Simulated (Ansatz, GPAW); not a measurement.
**A 6-layer slab of Cu(111): converging a work function**

Aim: the settings at which the work function of a 6-layer slab of Cu(111) stops moving.

Method: Ansatz plane waves; slab in vacuum with a dipole correction, relaxation, in the first sound run; inputs show where later runs differ, in GPAW 26.7.0 and Ansatz 0.2.0.

**1. Set-up**

The cell holds 6 atoms: 6 Cu. Its edges and angles: a = 2.553 Å, b = 2.553 Å, c = 24.421 Å, α = 90.0°, β = 90.0°, γ = 60.0°. Vacuum lies along c.

**2. Relaxing the atoms**

The atoms are relaxed first, since the surface dipole, and with it the work function, follows the positions of the outer layers. The lowest 3 atoms are held at bulk positions and keep their forces.

Contents of input.yaml:

```yaml
crystal:
  lattice:
    - [2.5526554801, 0.0, 0.0]
    - [1.27632774, 2.2106644929, 0.0]
    - [0.0, 0.0, 24.4211723589]
  atoms:
    - { symbol: Cu, position: [0.3333333333, 0.3333333333, 0.2866365258] }
    - { symbol: Cu, position: [0.6666666667, 0.6666666667, 0.3719819155] }
    - { symbol: Cu, position: [0.0, 0.0, 0.4573273052] }
    - { symbol: Cu, position: [0.3333333333, 0.3333333333, 0.5426726948] }
    - { symbol: Cu, position: [0.6666666667, 0.6666666667, 0.6280180845] }
    - { symbol: Cu, position: [0.0, 0.0, 0.7133634742] }
kpoints:
  mp_grid: { grid: [14, 14, 1] }
hamiltonian:
  xc: pbe
scf:
  occupations: { method: fermi_dirac, width: 0.1 }
efield:
  axis: 3
  dipole_correction: true
  ramp_width: 0.05
relax:
  f_tol: 0.02
  max_steps: 60
  constraints: [{ sites: [0, 1, 2] }]
output:
  write_potential: true
  write_density: true
  volumetric_format: npy
```

The run is started by

```console
$ ansatz run input.yaml --threads 2 --pin off --max-ram 4096MiB --backend cpu --events-out ev --progress --plain --runs-dir out
```

Numbers of over 12 decimals in the logs are rounded to 6 here.

The log of the run:

```text
Engine: ansatz 0.2.0, x86_64-unknown-linux-gnu
Pseudopotentials: kind: paw
Pseudopotential: Cu, paw, valence charge 19, recommended cutoff 420 eV (normal), Cu.paw.azcp
Functional definition: PBE
  parameter kappa = 0.804
  parameter beta = 0.066725
  exchange = pbe_x(kappa = kappa, mu = beta*pi^2/3)
  correlation = pbe_c(beta = beta)
Crystal: 6 atoms, lattice volume = 137.810 Å³
Basis set: ecut = 420 eV, 2751 PW (Γ), exchange–correlation on 36×36×360 points (8 copies of the dense FFT grid, shifted against one another)
Bands: 69, of which v1, the nominal top of the filled ones, is band 57 counted from 1 (56 counted from 0)
Symmetry: 6 space group operations
k-points: 24 of 196 (time reversal used)
Non-local potential: Cu, projectors of the file, l = 0: 3, l = 1: 2, l = 2: 3, l = 3: 1
PAW form: soft (Blöchl's): semilocal exchange-correlation on the pseudo side does not see the compensation charge
PAW one-centre angular grid: Cu, 590 points (default); XC on 64 Gauss nodes
Initial density: superposition of atomic densities (neutral atoms: chi_scale 0, normalization atom), corrected by the library's trained network
Initial wavefunctions: pseudopotential atomic-orbital guess
Functional: x = pbe(κ = 0.804, μ = 0.219515), c = pbe(β = 0.066725)
SCF iter   1: F=—  HF=-39750.138572 eV  |F-HF|=—  |Δ(HF+E_count)|=         —  Δρ=1.59e-3  dr2=1.38e-2  ethr=1.77e-3  p=0.000 e·Å  D=1.96e-13 V/Å  ΔV_dip=-0.00 eV  dr2_dipole=7.87e-8  V_vac-E_F(+/−)=4.70/4.70 eV  ⟨swp⟩=6.8  Hψ=6554  notcnv=0  defer=40
efield: sawtooth ramp at fractional position 0.9750 (placed from the atoms, in the widest stretch of the axis that holds none; the zero of the levels goes with the place), width 0.0500; the density the first Hamiltonian is built on has a dipole p = 0.000 e·Å; the dipole correction subtracts the counter field D = 1.96e-13 V/Å, which shifts the + side's vacuum level by -0.00 eV against the − side's; the planar-averaged density in the ramp window peaks in size at 1.1e-4 e/Å³
preconditioner: auto → LDOS  [metal: Δε(μ)=0.062 eV  Ē_g=9.020 eV  σ=0.100 eV  W_gap=0.15  n_scr=20 (ndim 8)  ℏωp=25.7 eV  f_vac=0.458  D(μ)=2.10/eV (n_scr^D=12)  β→1.0]
SCF iter   2: F=—  HF=-39750.141048 eV  |F-HF|=—  |Δ(HF+E_count)|=   2.48e-3  Δρ=3.05e-3  dr2=9.61e-3  ethr=1.21e-5  p=-0.000 e·Å  D=-6.72e-6 V/Å  ΔV_dip=0.00 eV  dr2_dipole=5.60e-8  V_vac-E_F(+/−)=4.78/4.78 eV  ⟨swp⟩=2.9  Hψ=3745  notcnv=0  defer=65
SCF iter   3: F=—  HF=-39750.139516 eV  |F-HF|=—  |Δ(HF+E_count)|=   1.53e-3  Δρ=6.46e-4  dr2=4.48e-4  ethr=8.43e-6  p=-0.000 e·Å  D=-3.92e-6 V/Å  ΔV_dip=0.00 eV  dr2_dipole=5.88e-8  V_vac-E_F(+/−)=4.77/4.77 eV  ⟨swp⟩=2.0  Hψ=2352  notcnv=0  defer=65
SCF iter   4: F=—  HF=-39750.139481 eV  |F-HF|=—  |Δ(HF+E_count)|=   3.51e-5  Δρ=3.11e-4  dr2=2.15e-4  ethr=3.93e-7  p=-0.000 e·Å  D=-1.87e-6 V/Å  ΔV_dip=0.00 eV  dr2_dipole=6.19e-9  V_vac-E_F(+/−)=4.77/4.77 eV  ⟨swp⟩=3.0  Hψ=2880  notcnv=0  defer=65
SCF iter   5: F=—  HF=-39750.139486 eV  |F-HF|=—  |Δ(HF+E_count)|=   5.41e-6  Δρ=1.75e-4  dr2=7.51e-5  ethr=1.88e-7  p=0.000 e·Å  D=1.44e-8 V/Å  ΔV_dip=-0.00 eV  dr2_dipole=4.50e-10  V_vac-E_F(+/−)=4.78/4.78 eV  ⟨swp⟩=1.9  Hψ=2089  notcnv=0  defer=65
SCF iter   6: F=—  HF=-39750.139489 eV  |F-HF|=—  |Δ(HF+E_count)|=   2.75e-6  Δρ=8.77e-5  dr2=1.06e-5  ethr=6.59e-8  p=0.000 e·Å  D=2.11e-7 V/Å  ΔV_dip=-0.00 eV  dr2_dipole=4.78e-10  V_vac-E_F(+/−)=4.79/4.79 eV  ⟨swp⟩=2.3  Hψ=2263  notcnv=0  defer=65
SCF iter   7: F=-39750.139488 eV  HF=-39750.139488 eV  |F-HF|=2.20e-8  |Δ(HF+E_count)|=   6.91e-7  Δρ=2.31e-5  dr2=1.15e-6  ethr=8.77e-9  p=0.000 e·Å  D=5.75e-7 V/Å  ΔV_dip=-0.00 eV  dr2_dipole=2.81e-10  V_vac-E_F(+/−)=4.79/4.79 eV  ⟨swp⟩=11.5  Hψ=15443  notcnv=0
SCF 1 converged in 7 iterations: F = -39750.139488 eV  dr2 = 1.15e-6
  greatest PAW one-centre occupation: 1.000 electrons in one spin orbital (limit 2), on the Cu atom at site 5 (counted from 0), in its partial waves of l = 0
relax step   1: F+E_penalty+E_count = -39750.13948802 eV  Δ(F+E_penalty+E_count) = +0.000e0 eV  max|allowed force component| = 3.179e-2 eV/Å  Δτ_max = 0.0000 Å  (7 SCF iters, dr2 threshold 1.00e-5 eV, accepted)
Initial density: handed on by an earlier stage of this run
Initial wavefunctions: those handed on with the density
iter 1 solved again at ethr=4.31e-7 eV; its pass at ethr=3.10e-3 eV (dr2=4.91e-4 eV) is discarded
SCF iter   1: F=—  HF=-39750.139974 eV  |F-HF|=—  |Δ(HF+E_count)|=         —  Δρ=8.25e-4  dr2=4.95e-4  ethr=4.31e-7  p=0.000 e·Å  D=7.75e-7 V/Å  ΔV_dip=-0.00 eV  dr2_dipole=2.19e-6  V_vac-E_F(+/−)=4.79/4.79 eV  ⟨swp⟩=2.9  Hψ=5197  notcnv=0  defer=81
efield: sawtooth ramp at fractional position 0.9750 (handed on by an earlier solve), width 0.0500; the density the first Hamiltonian is built on has a dipole p = 0.000 e·Å; the dipole correction subtracts the counter field D = 7.75e-7 V/Å, which shifts the + side's vacuum level by -0.00 eV against the − side's; the planar-averaged density in the ramp window peaks in size at 5.5e-5 e/Å³
preconditioner: auto → LDOS  [metal: Δε(μ)=0.040 eV  Ē_g=9.075 eV  σ=0.100 eV  W_gap=0.10  n_scr=20 (ndim 8)  ℏωp=25.7 eV  f_vac=0.458  D(μ)=2.10/eV (n_scr^D=12)  β→1.0]
SCF iter   2: F=—  HF=-39750.139800 eV  |F-HF|=—  |Δ(HF+E_count)|=   1.74e-4  Δρ=4.57e-4  dr2=2.93e-4  ethr=4.31e-7  p=0.000 e·Å  D=2.94e-4 V/Å  ΔV_dip=-0.01 eV  dr2_dipole=3.61e-5  V_vac-E_F(+/−)=4.79/4.79 eV  ⟨swp⟩=2.0  Hψ=2782  notcnv=0  defer=81
SCF iter   3: F=—  HF=-39750.139783 eV  |F-HF|=—  |Δ(HF+E_count)|=   1.72e-5  Δρ=5.63e-4  dr2=2.84e-4  ethr=2.57e-7  p=-0.000 e·Å  D=-8.73e-5 V/Å  ΔV_dip=0.00 eV  dr2_dipole=2.16e-5  V_vac-E_F(+/−)=4.80/4.80 eV  ⟨swp⟩=2.0  Hψ=2920  notcnv=0  defer=81
SCF iter   4: F=—  HF=-39750.139746 eV  |F-HF|=—  |Δ(HF+E_count)|=   3.73e-5  Δρ=1.67e-4  dr2=2.57e-5  ethr=2.49e-7  p=-0.000 e·Å  D=-4.56e-5 V/Å  ΔV_dip=0.00 eV  dr2_dipole=2.07e-6  V_vac-E_F(+/−)=4.80/4.79 eV  ⟨swp⟩=2.0  Hψ=1994  notcnv=0  defer=81
SCF iter   5: F=—  HF=-39750.139748 eV  |F-HF|=—  |Δ(HF+E_count)|=   2.27e-6  Δρ=7.57e-5  dr2=5.09e-6  ethr=2.26e-8  p=-0.000 e·Å  D=-1.66e-5 V/Å  ΔV_dip=0.00 eV  dr2_dipole=5.04e-7  V_vac-E_F(+/−)=4.80/4.80 eV  ⟨swp⟩=2.0  Hψ=2337  notcnv=0  defer=81
SCF iter   6: F=—  HF=-39750.139747 eV  |F-HF|=—  |Δ(HF+E_count)|=   9.13e-7  Δρ=1.20e-5  dr2=1.64e-7  ethr=4.47e-9  p=-0.000 e·Å  D=-1.69e-5 V/Å  ΔV_dip=0.00 eV  dr2_dipole=4.04e-8  V_vac-E_F(+/−)=4.80/4.80 eV  ⟨swp⟩=2.0  Hψ=2461  notcnv=0  defer=81
SCF iter   7: F=-39750.139747 eV  HF=-39750.139747 eV  |F-HF|=3.81e-8  |Δ(HF+E_count)|=   1.72e-7  Δρ=3.12e-6  dr2=1.30e-8  ethr=8.77e-11  p=-0.000 e·Å  D=-2.07e-5 V/Å  ΔV_dip=0.00 eV  dr2_dipole=1.82e-9  V_vac-E_F(+/−)=4.80/4.80 eV  ⟨swp⟩=10.2  Hψ=12195  notcnv=0
SCF 2 converged in 7 iterations: F = -39750.139747 eV  dr2 = 1.30e-8
relax step   2: F+E_penalty+E_count = -39750.13974744 eV  Δ(F+E_penalty+E_count) = -2.594e-4 eV  max|allowed force component| = 1.840e-2 eV/Å  Δτ_max = 0.0087 Å  (7 SCF iters, accepted)
NSCF: frozen V_eff on 24 k-points
the band table was solved once a step of the walk had ended and its energy, with any forces and stress, was formed, with the checks that follow a solve (8420 applications of the Hamiltonian). They found nothing against the state; the energy, forces and stress were not computed again (output.eigenvalues in the input reference)
WARN: The output density's exchange-correlation potential varies sharply where the density is thin. Do not read a vacuum level from v_tot or v_xc, or from such a field of the output density. On a cell that repeats whose density bears no net charge and no dipole along the vacuum's axis use v_es (v_loc + v_h of the components); under efield.dipole_correction with no amplitude use v_es + v_field, which holds any externa [...]
SCF converged after 7 iterations
Free energy (F): -39750.139747 eV
Harris-Foulkes:  -39750.139747 eV  (|F-HF|=3.81e-8)
Internal energy: -39750.072715 eV  (E = F + TS)
E sigma→0 (E₀):  -39750.106231 eV
Entropy (-TS):   -0.067033 eV (-11.172 meV/atom)
Fermi energy:    6.348397 eV
Dipole field:    D = -0.000090 V/Å  (p = -0.000068 e·Å, saw-weighted, corrected)
Work function:   Φ+ = 4.7969 eV   Φ− = 4.7947 eV
Levels:          The Fermi level and band energies are counted from a zero that moves with the ramp; work functions are not
--- Per-component energies (eV) ---
  E_band       = -3334.586120
  E_kinetic    = 1798.557683
  E_local      = -230495.456300  (includes V_loc(G=0)·N_el)
  E_nonlocal   = 2343.079562
  E_hartree    = 113214.027677
  E_xc         = -535.208264
  E_vxc        = -690.459079  (∫ρ·V_xc dr)
  E_paw        = -9981.223109  (= ΣΔE_a)
  E_vpaw       = -2718.399562  (= ΣTr[D̂ρ^β])
  E_aug_tail   = 0.001664  (compensation charges beyond the density's cutoff)
  E_efield     = 0.000000  (sawtooth field / dipole correction)
  E_vefield    = 0.000035  (∫n·V_field dr)
  E_ewald      = 83906.148371
  E_smearing   = -0.067033  (= −TS)
  E_closure    = -0.000000  (closes the sum)
  Σ components = -39750.139747   (vs F -39750.139747, Δ=0.00e0)
--- Forces (eV/Å), atoms counted from 1 ---
  atom   1  Cu     0.00000000    -0.00000000    -0.00748917
  atom   2  Cu    -0.00000000    -0.00000000    -0.03104038
  atom   3  Cu     0.00000000    -0.00000000     0.01442240
  atom   4  Cu    -0.00000000     0.00000000     0.00120236
  atom   5  Cu     0.00000000     0.00000000     0.01839805
  atom   6  Cu     0.00000000     0.00000000     0.00442687
  max |Σ_I F_I| component: 7.99e-5 eV/Å
--- Band table (eV; the first three rows and the last of 24) ---
  k-point 0: bands = [... 53 lower, 4.5082, 4.5082, 4.6943, 4.6943, 4.7528, 4.7528, 5.4563, 5.9368, ... 8 higher]
  k-point 1: bands = [... 53 lower, 4.4677, 4.5088, 4.5247, 4.6947, 4.7555, 4.8352, 5.8271, 6.3916, ... 8 higher]
  k-point 2: bands = [... 53 lower, 4.3254, 4.5082, 4.6632, 4.6953, 4.7629, 5.3148, 6.5261, 7.3290, ... 8 higher]
  k-point 23: bands = [... 53 lower, 4.7281, 9.0067, 9.0891, 9.3894, 9.7705, 10.2592, 10.7612, 11.1986, ... 8 higher]
--- Relaxed structure (2 steps of the walk, 2 accepted, 0 SCFs on fresh bases) ---
  F+E_penalty+E_count = -39750.13974744 eV   max|allowed force component| = 1.840e-2 eV/Å
  atoms:
    - { symbol: Cu, position: [0.333333, 0.333333, 0.2866365258] }
    - { symbol: Cu, position: [0.666667, 0.666667, 0.3719819155] }
    - { symbol: Cu, position: [0.0, 0.0, 0.4573273052] }
    - { symbol: Cu, position: [0.333333, 0.333333, 0.542840] }
    - { symbol: Cu, position: [0.666667, 0.666667, 0.628344] }
    - { symbol: Cu, position: [6.273865533028239e-19, 0, 0.713718] }
```

Elapsed: 34 s, on 2 threads of Intel Xeon at 2.70GHz, shared host; peak memory 0.52 GiB.

Relaxation path:

| step | energy less that of the first step (eV) | largest force component (eV/Å) |
| --- | --- | --- |
| 1 | 0.0000 | 0.0318 |
| 2 | -0.0003 | 0.0184 |

The run keeps the 6 symmetry operations that it works with, so distortions that break them were not tested.

The relaxed structure:

```xyz
6
Lattice="2.5527 0.0000 0.0000 1.2763 2.2107 0.0000 0.0000 0.0000 24.4212" Properties=species:S:1:pos:R:3
Cu    1.2763    0.7369    7.0000
Cu    2.5527    1.4738    9.0842
Cu    0.0000    0.0000   11.1685
Cu    1.2763    0.7369   13.2568
Cu    2.5527    1.4738   15.3449
Cu    0.0000    0.0000   17.4298
```

This step gave:

* free energy: -39750.1397 eV
* smearing term TS: 0.06703 eV
* symmetry operations: 6
* upper work function: 4.797 eV
* lower work function: 4.795 eV
* dipole along the normal: -6.84e-5 e·Å
* dipole field: -8.99e-5 V/Å
* vacuum level above: 11.15 eV
* vacuum level below: 11.14 eV

The electrostatic potential energy of an electron (with the applied field's), less the Fermi level, planar mean oscillates, so the rows of the table below give means over windows of 2.1 Å about each position, cut where the curve ends. Its maxima inside the range that stand out by 2 % of the span (Å: eV): 8.0: -0.0516, 10.2: -0.100, 12.2: 0.0137, 14.2: -0.0901, 16.4: -0.0333. Its minima: 7.1: -17.2, 9.1: -17.5, 11.1: -17.4, 13.3: -17.4, 15.3: -17.5, 17.4: -17.2.

Electrostatic potential energy of an electron (with the applied field's), less the Fermi level, planar mean against z; means over each step:

| z (Å) | electrostatic potential energy of an electron (with the applied field's), less the Fermi level, planar mean (eV) |
| --- | --- |
| 1.05 | 4.80 |
| 3.15 | 4.79 |
| 5.25 | 3.38 |
| 7.35 | -8.66 |
| 9.45 | -8.84 |
| 11.55 | -8.77 |
| 13.65 | -8.80 |
| 15.75 | -8.81 |
| 17.85 | -7.46 |
| 19.95 | 4.61 |
| 22.05 | 4.79 |
| 24.15 | 4.80 |

The valence density, planar mean oscillates, so the rows of the table below give means over windows of 2.04 Å about each position, cut where the curve ends. Its maxima inside the range that stand out by 2 % of the span (Å: e/Å³): 7.1: 4.60, 9.1: 4.72, 11.1: 4.65, 13.3: 4.66, 15.3: 4.71, 17.4: 4.57. Its minima: 8.0: 0.245, 10.2: 0.247, 12.2: 0.244, 14.2: 0.246, 16.4: 0.244.

The valence density, planar mean by z; means over each step:

| z (Å) | valence density, planar mean (e/Å³) |
| --- | --- |
| 3.06 | 1.7e-4 |
| 5.10 | 0.0323 |
| 7.14 | 1.63 |
| 9.18 | 1.64 |
| 11.22 | 1.64 |
| 13.26 | 1.64 |
| 15.30 | 1.64 |
| 17.34 | 1.63 |
| 19.38 | 0.0283 |
| 21.42 | 1.5e-4 |

The relaxation lowered the energy of the cell by 2.6e-4 eV.

**3. The slab's potential**

The work function is the vacuum plateau of the electrostatic potential less the Fermi level; a dipole layer lets the two faces have plateaus of their own.

This step: GPAW, PAW setups; slab in vacuum (GPAW 26.7.0).

Contents of run.py:

```python
import json
import numpy as np
from ase import Atoms
from gpaw import GPAW, PW

slab = Atoms(
    ['Cu', 'Cu', 'Cu', 'Cu', 'Cu', 'Cu'],
    positions=[
        [1.27633, 0.73689, 7.00000],
        [2.55266, 1.47378, 9.08423],
        [0.00000, 0.00000, 11.16847],
        [1.27633, 0.73689, 13.25678],
        [2.55266, 1.47378, 15.34491],
        [0.00000, -0.00000, 17.42983]],
    cell=[[2.55266, 0.0, 0.0], [1.27633, 2.21066, 0.0], [0.0, 0.0, 24.42117]],
    pbc=[True, True, False])

slab.calc = GPAW(mode=PW(400), xc='PBE', kpts={'size': (14, 14, 1), 'gamma': True},
                 occupations={'name': 'fermi-dirac', 'width': 0.1}, nbands='140%',
                 convergence={'density': 1e-05}, maxiter=200,
                 poissonsolver={'dipolelayer': 'xy'},
                 symmetry={'tolerance': 1e-3}, txt='slab.txt')
result = {}
energy = slab.get_potential_energy()
fermi = slab.calc.get_fermi_level()
v = slab.calc.get_electrostatic_potential().mean((0, 1)) - fermi
n = slab.calc.get_pseudo_density().mean((0, 1))
L = slab.cell[2, 2]
z = np.arange(len(v)) * L / len(v)
low, high = slab.positions[:, 2].min(), slab.positions[:, 2].max()
below, above = np.interp([low - 4.8, high + 4.8], z, v)
slopes = [np.interp(x, z, np.gradient(v, z)) for x in (low - 4.8, high + 4.8)]
eps = np.array([[slab.calc.get_eigenvalues(k, s) for k in range(len(slab.calc.get_ibz_k_points()))]
                for s in range(slab.calc.get_number_of_spins())]) - fermi
top, bottom = eps[eps < 0].max(), eps[eps > 0].min()
dipole = slab.get_dipole_moment()[2]
print(f'energy {energy:.4f} eV, Fermi level {fermi:.4f} eV, dipole {dipole:.5f} e A')
print(f'potential 4.8 A off the faces, from the Fermi level: lower {below:.4f} eV, upper {above:.4f} eV')
print(f'slope of the potential there: lower {slopes[0]:.5f}, upper {slopes[1]:.5f} eV/A')
print(f'nearest levels on the mesh: {top:.4f} and {bottom:.4f} eV')
print('magnetic moment', round(slab.get_magnetic_moment(), 3))
result.update(energy=energy, fermi=fermi, dipole=dipole, below=below, above=above, slopes=slopes, edges=[top, bottom],
              z=z.tolist(), v=v.tolist(), n=n.tolist(), positions=slab.positions.tolist(),
              forces=slab.get_forces(apply_constraint=False).tolist(), moments=slab.get_magnetic_moments().tolist())
json.dump(result, open('result.json', 'w'))
```

The run is started by

```console
$ OMP_NUM_THREADS=1 OPENBLAS_NUM_THREADS=1 python run.py
```

The log of the run:

```text
energy -20.3406 eV, Fermi level 1.8715 eV, dipole 0.00076 e A
potential 4.8 A off the faces, from the Fermi level: lower 4.7803 eV, upper 4.7813 eV
slope of the potential there: lower -0.00097, upper 0.00106 eV/A
nearest levels on the mesh: -0.0242 and 0.0143 eV
magnetic moment 0.0
```

Elapsed: 4.6 min, on 1 thread; peak memory 0.21 GiB.

Numbers from this step:

```yaml
dipole_along_the_normal: 7.56e-4 e·Å
levels_nearest_the_fermi_level_on_the_mesh: -0.02423, 0.01425 eV from the Fermi level
upper_work_function: 4.781 eV
lower_work_function: 4.780 eV
```

The electrostatic potential energy of an electron (without an applied field's), less the Fermi level, planar mean oscillates, so the rows of the table below give means over windows of 2.09 Å about each position, cut where the curve ends. Its maxima inside the range that stand out by 2 % of the span (Å: eV): 8.0: -0.0360, 10.2: -0.0934, 12.2: 0.00629, 14.3: -0.0606, 16.4: -0.0333. Its minima: 7.0: -19.0, 9.1: -19.1, 11.2: -19.1, 13.2: -19.1, 15.4: -19.1, 17.4: -18.9.

Table of electrostatic potential energy of an electron (without an applied field's), less the Fermi level, planar mean by z; means over each step:

z (Å), electrostatic potential energy of an electron (without an applied field's), less the Fermi level, planar mean (eV) and a bar from the least value:
```
     1.04        4.8 ##############################
     3.13        4.8 ##############################
     5.22        3.6 ###########################
     7.31       -8.0 
     9.40       -8.1 
    11.49       -8.1 
    13.58       -8.1 
    15.67       -8.1 
    17.77       -7.2 ##
    19.85        4.5 #############################
    21.95        4.8 ##############################
    24.03        4.8 ##############################
```

The pseudo valence density, planar mean oscillates, so the rows of the table below give means over windows of 2.04 Å about each position, cut where the curve ends. Its maxima inside the range that stand out by 2 % of the span (Å: e/Å³): 6.9: 2.32, 9.2: 2.34, 11.2: 2.42, 13.2: 2.42, 15.3: 2.32, 17.5: 2.34. Its minima: 8.1: 0.248, 10.2: 0.244, 12.2: 0.241, 14.2: 0.243, 16.3: 0.249.

The pseudo valence density, planar mean by z; means over each step:

z (Å), pseudo valence density, planar mean (e/Å³) and a bar:
```
     3.06       0.00 
     5.10       0.03 #
     7.14       0.94 ##############################
     9.18       0.95 ##############################
    11.22       0.95 ##############################
    13.26       0.95 ##############################
    15.30       0.95 ##############################
    17.34       0.94 ##############################
    19.38       0.03 #
    21.42       0.00
```

Force by atom:

| atom | x (eV/Å) | y (eV/Å) | z (eV/Å) | size |
| --- | --- | --- | --- | --- |
| Cu1 | 0.0000 | 0.0000 | -0.0596 | 0.0596 |
| Cu2 | 0.0000 | 0.0000 | -0.0303 | 0.0303 |
| Cu3 | 0.0000 | 0.0000 | 0.0144 | 0.0144 |
| Cu4 | 0.0000 | 0.0000 | 0.0017 | 0.0017 |
| Cu5 | 0.0000 | 0.0000 | 0.0177 | 0.0177 |
| Cu6 | 0.0000 | 0.0000 | 0.0562 | 0.0562 |

The potential is flat to 0.001 eV/Å where it is read, so the vacuum is wide enough. The geometry is the other program's minimum; here the largest force on a free atom is 0.056 eV/Å.

**4. Cutoff 200**

The cutoff limits how sharply the smooth valence waves can vary, which tells mostly near the atoms.

run.py, as its differences from that of step 3:

```diff
@@ -17,3 +17,3 @@
 
-slab.calc = GPAW(mode=PW(400), xc='PBE', kpts={'size': (14, 14, 1), 'gamma': True},
+slab.calc = GPAW(mode=PW(200), xc='PBE', kpts={'size': (14, 14, 1), 'gamma': True},
                  occupations={'name': 'fermi-dirac', 'width': 0.1}, nbands='140%',
```

The log of the run:

```text
energy -6.1455 eV, Fermi level 1.7853 eV, dipole 0.00079 e A
potential 4.8 A off the faces, from the Fermi level: lower 4.8528 eV, upper 4.8526 eV
slope of the potential there: lower -0.02228, upper 0.02248 eV/A
nearest levels on the mesh: -0.0018 and 0.1270 eV
magnetic moment 0.0
```

Elapsed: 2.5 min, on 1 thread; peak memory 0.16 GiB.

The run finished. A setting was moved off its sound value on purpose, so it serves as a test and not as the result.

The fault put into the input: a cutoff under that of the base run: the energy of the cell lies 14 eV from the base value, and the vacuum potential tilts (ecut = 200).

[end of part 1 of 2]

[Logs are printed without paths, hosts, clocks, repeated set-up lines and the standing remarks that a program may print on its own settings, such as how far it seeks lower states.]

[Hosts, paths, dates, database ids (printed as entryN), source tags and the programs' standing remarks are cut or masked in the printed files.]
